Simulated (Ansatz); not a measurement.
# Y on Hf(0001): change of the work function, part 3 of 3

How does Y on the hcp site change the work function of Hf(0001) as the layer fills?

Ansatz 0.2.0; plane-wave DFT, PBE, Ansatz PAW (the session's first sound run).

So far, work function, upper face (eV): step 2 (the clean slab) 4.33; step 3 (adsorbate added, k-mesh 4×4×1, coverage 0.111 ML) 3.20; step 4 (the covered slab, k-mesh 6×6×1, coverage 0.25 ML) 2.51; step 6 (the slab at 0.25 ML, atoms frozen) 2.51; step 7 (the substrate of the 0.25 ML cell alone) 4.29.

### 10. The same run with other settings: basis.ecutwfc = "500 eV" and hamiltonian.dispersion = "d4"

This step: plane-wave DFT, PBE, Ansatz PAW, but for the change named below (Ansatz 0.2.0).

System of this step: Y/Hf(0001). The cell holds 17 atoms: 16 Hf and 1 Y. Cell: a = 6.400 Å, b = 6.400 Å, c = 28.910 Å, α = 90.0°, β = 90.0°, γ = 60.0°. Vacuum lies along c.

A run with a changed input: it repeats the earlier run at 0.25 ML with basis.ecutwfc to 500 eV and hamiltonian.dispersion to d4; its output block differs too.

Contents of input.yaml:

```yaml
crystal:
  lattice:
    - [6.4, 0.0, 0.0]
    - [3.2, 5.5425625842, 0.0]
    - [0.0, 0.0, 28.9097493242]
  atoms:
    - { symbol: Hf, position: [0.3333333333, 0.3333333333, 0.3113136644] }
    - { symbol: Hf, position: [0.0, 0.0, 0.398868903] }
    - { symbol: Hf, position: [0.3333333333, 0.3333333333, 0.4902898858] }
    - { symbol: Hf, position: [0.0, 0.0, 0.5725391708] }
    - { symbol: Hf, position: [0.3333333333, 0.8333333333, 0.3113136644] }
    - { symbol: Hf, position: [0.0, 0.5, 0.398868903] }
    - { symbol: Hf, position: [0.3333333333, 0.8333333333, 0.4902898858] }
    - { symbol: Hf, position: [0.0, 0.5, 0.5725391708] }
    - { symbol: Hf, position: [0.8333333333, 0.3333333333, 0.3113136644] }
    - { symbol: Hf, position: [0.5, 0.0, 0.398868903] }
    - { symbol: Hf, position: [0.8333333333, 0.3333333333, 0.4902898858] }
    - { symbol: Hf, position: [0.5, 0.0, 0.5725391708] }
    - { symbol: Hf, position: [0.8333333333, 0.8333333333, 0.3113136644] }
    - { symbol: Hf, position: [0.5, 0.5, 0.398868903] }
    - { symbol: Hf, position: [0.8333333333, 0.8333333333, 0.4902898858] }
    - { symbol: Hf, position: [0.5, 0.5, 0.5725391708] }
    - { symbol: "Y", position: [0.3333333333, 0.3333333333, 0.6886863356] }
kpoints:
  mp_grid: { grid: [6, 6, 1] }
hamiltonian:
  xc: pbe
  dispersion: d4
scf:
  occupations: { method: fermi_dirac, width: 0.1 }
  convergence: { dr2_threshold: 1.0e-08 }
efield:
  axis: 3
  dipole_correction: true
  ramp_position: 0.97
  ramp_width: 0.06
relax:
  f_tol: 0.02
  max_steps: 60
  constraints: [{ sites: [0, 1, 4, 5, 8, 9, 12, 13] }]
output:
  bader: true
  dos: { projected: true, e_range: [-8, 4] }
  write_potential: true
  write_density: true
  volumetric_format: npy
basis:
  ecutwfc: "500 eV"
```

Run with:

```
$ ansatz run input.yaml --threads 4 --pin off --max-ram 12288MiB --backend cpu --events-out ev --progress --plain --runs-dir out
```

Elapsed: 14 min, on 4 threads of Arm Neoverse V1, shared host; peak memory 7.2 GiB; 56 min of CPU time.

The steps of the relaxation:

```
step  energy less that of the first step (eV)  largest force component (eV/Å)
   1                                   0.0000                          2.1679
   2                                  -0.5054                          1.4879
   3                                  -0.8525                          1.8379
   4                                  -1.1861                          1.0746
   5                                  -1.3315                          0.1486
   6                                  -1.3562                          0.0789
   7                                  -1.3587                          0.0174
```

The run keeps the 6 symmetry operations that it works with, so distortions that break them were not tested.

The atoms that moved most (Å):

```
atom      dx      dy      dz  length
 Y17   0.000   0.000  -0.878   0.878
 Hf4   0.000   0.000   0.196   0.196
 Hf3   0.000   0.000  -0.139   0.139
Hf12   0.000   0.057  -0.056   0.080
 Hf8   0.049  -0.029  -0.056   0.080
Hf16  -0.049  -0.029  -0.056   0.080
Hf15   0.026   0.015  -0.008   0.032
 Hf7  -0.026   0.015  -0.008   0.032
```

The relaxed structure:

```
Hf Y
1.0
     6.40000    0.00000    0.00000
     3.20000    5.54256    0.00000
     0.00000    0.00000   28.90975
Hf Y
16 1
Direct
  0.33333 0.33333 0.31131
  0.00000 0.00000 0.39887
  0.33333 0.33333 0.48549
  0.00000 0.00000 0.57931
  0.33333 0.83333 0.31131
  0.00000 0.50000 0.39887
  0.32782 0.83609 0.49001
  0.01030 0.49485 0.57060
  0.83333 0.33333 0.31131
  0.50000 0.00000 0.39887
  0.83609 0.32782 0.49001
  0.49485 0.01030 0.57060
  0.83333 0.83333 0.31131
  0.50000 0.50000 0.39887
  0.83609 0.83609 0.49001
  0.49485 0.49485 0.57060
  0.33333 0.33333 0.65831
```

This step gave:

* energy at zero smearing: -255385.2829 eV
* work function, upper face: 2.518 eV
* work function, lower face: 4.373 eV
* dipole along the normal: 0.3638 e·Å
* step between the vacuum levels: -1.856 eV

The density of states has structure finer than the step of the table below, so its rows give means over 0.25 eV, whole bins alone (the curve runs from -8 to 1.98 eV). Peaks (eV: height): -1.080: 47.1, -0.900: 50.5, 0.180: 43.7, 1.170: 48.0, 1.470: 64.6, 1.560: 61.9, 1.740: 61.4.

Density of states against energy, zero at the Fermi level; means over each step:

```
energy (eV)  density of states (states/eV a cell)
      -7.00                               0.00562
      -6.75                                 0.856
      -6.50                                 0.987
      -6.25                                  1.11
      -6.00                                  1.12
      -5.75                                  2.13
      -5.50                                  2.99
      -5.25                                  2.16
      -5.00                                  2.21
      -4.75                                  3.60
      -4.50                                  3.76
      -4.25                                  3.29
      -4.00                                  3.62
      -3.75                                  9.95
      -3.50                                  3.92
      -3.25                                  12.6
      -3.00                                  9.54
      -2.75                                  10.8
      -2.50                                  16.1
      -2.25                                  14.1
      -2.00                                  11.5
      -1.75                                  8.96
      -1.50                                  17.6
      -1.25                                  20.0
      -1.00                                  30.7
      -0.75                                  15.5
      -0.50                                  19.3
      -0.25                                  24.6
       0.00                                  18.8
       0.25                                  25.3
       0.50                                  25.6
       0.75                                  28.9
       1.00                                  31.5
       1.25                                  29.8
       1.50                                  26.1
       1.75                                  26.4
```

Projected DOS per atom over height of the atomic layer and energy from the Fermi level. Layers: Hf4 Hf4 Hf4 Hf4 Y from below.

Ten even steps from '_' (0.00 states/eV) to '@' (3.90 states/eV), each cell a mean:
```
::::----**
::--====@@
==------@@
==::::--**
==::::::--
--::::--==
--==----::
::::::----
........__
..::::..__
........__
....::..__
........__
__________
__________
__________
__________
__________
__________
__________
__________
__________
```
Columns: height of the atomic layer (Å) from 9 to 19.0; rows upwards: energy from the Fermi level (eV) from -7.96 to 1.95.

```
                      quantity  this run  earlier run  difference
work function, upper face (eV)     2.518        2.508       0.010
work function, lower face (eV)     4.373        4.371      0.0021
 dipole along the normal (e·Å)    0.3638       0.3654     -0.0016
```

What moves beyond 0.01 in its unit (for the dipole 0.5 % and 5e-5 e·Å): work function, upper face (+0.01 eV).

### 11. Varying the input

This step: plane-wave DFT, PBE, Ansatz PAW (Ansatz 0.2.0).

System of this step: Hf(0001). The cell holds 4 atoms: 4 Hf. Cell: a = 3.200 Å, b = 3.200 Å, c = 25.594 Å, α = 90.0°, β = 90.0°, γ = 60.0°. Vacuum lies along c.

An input spoilt on purpose, to show how the run answers: it repeats the earlier run at 0 ML with efield.amplitude to 0 and efield.dipole_correction from true to false, and scf.max_iter set to 100.

Contents of input.yaml:

```yaml
crystal:
  lattice:
    - [3.2, 0.0, 0.0]
    - [1.6, 2.7712812921, 0.0]
    - [0.0, 0.0, 25.5936]
  atoms:
    - { symbol: Hf, position: [0.6666666667, 0.6666666667, 0.3516504126] }
    - { symbol: Hf, position: [0.0, 0.0, 0.4505501375] }
    - { symbol: Hf, position: [0.6666666667, 0.6666666667, 0.5494498625] }
    - { symbol: Hf, position: [0.0, 0.0, 0.6483495874] }
kpoints:
  mp_grid: { grid: [11, 11, 1] }
hamiltonian:
  xc: pbe
scf:
  occupations: { method: fermi_dirac, width: 0.1 }
  convergence: { dr2_threshold: 1.0e-08 }
  max_iter: 100
efield:
  axis: 3
  dipole_correction: false
  ramp_position: 0.97
  ramp_width: 0.06
  amplitude: 0
relax:
  f_tol: 0.02
  max_steps: 60
  constraints: [{ sites: [0, 1] }]
output:
  write_potential: true
  write_density: true
  volumetric_format: npy
```

Elapsed: 0.02 s, on 4 threads; peak memory 0.031 GiB.

The program refused the input before any cycle.

The program's message: “Error: invalid value for `efield.amplitude`: is zero with dipole_correction: false — the section would apply nothing; set a non-zero amplitude, enable dipole_correction, or remove the block”

The fault put into the input: a field block that applies nothing.

### 12. Outcome

```yaml
work_function_of_the_clean_face: 4.33 eV
work_function_at_0p11_ml: 3.20 eV
work_function_at_0p25_ml: 2.51 eV
dipole_per_adsorbate_at_0p11_ml_positive_end_outwards: 2.37 D
step_of_the_potential_from_the_moved_charge_at_0p25_ml_upper_less_lower_side_atoms_held: -1.77 eV
```

In words: Y lowers the work function of Hf(0001) at the lowest coverage, by 1.12 eV: the adsorbate layer has its positive end outwards. The slab has 4 layers, at the tabulated experimental lattice constant, one starting site was run, and quantum-size effects of a slab this thin can reach one or two tenths of an eV. The main runs have no spin polarisation; a magnetic state could lie lower and would change these results.

[Logs are printed without paths, hosts, clocks, repeated set-up lines and the standing remarks that a program may print on its own settings, such as how far it seeks lower states.]

[Hosts, paths, dates, database ids (printed as entryN), source tags and the programs' standing remarks are cut or masked in the printed files.]

[Maps of the electrostatic potential energy from Ansatz leave out the sawtooth potential of an applied field or a dipole correction, so their vacuum need not be flat; planar profiles and work functions include it.]

[The density of states shown here was stored with 400 of the rows of the run's finer table, so its peaks can read low, often by over a quarter, or be missed, and its means over a window can be off by a tenth or more.]
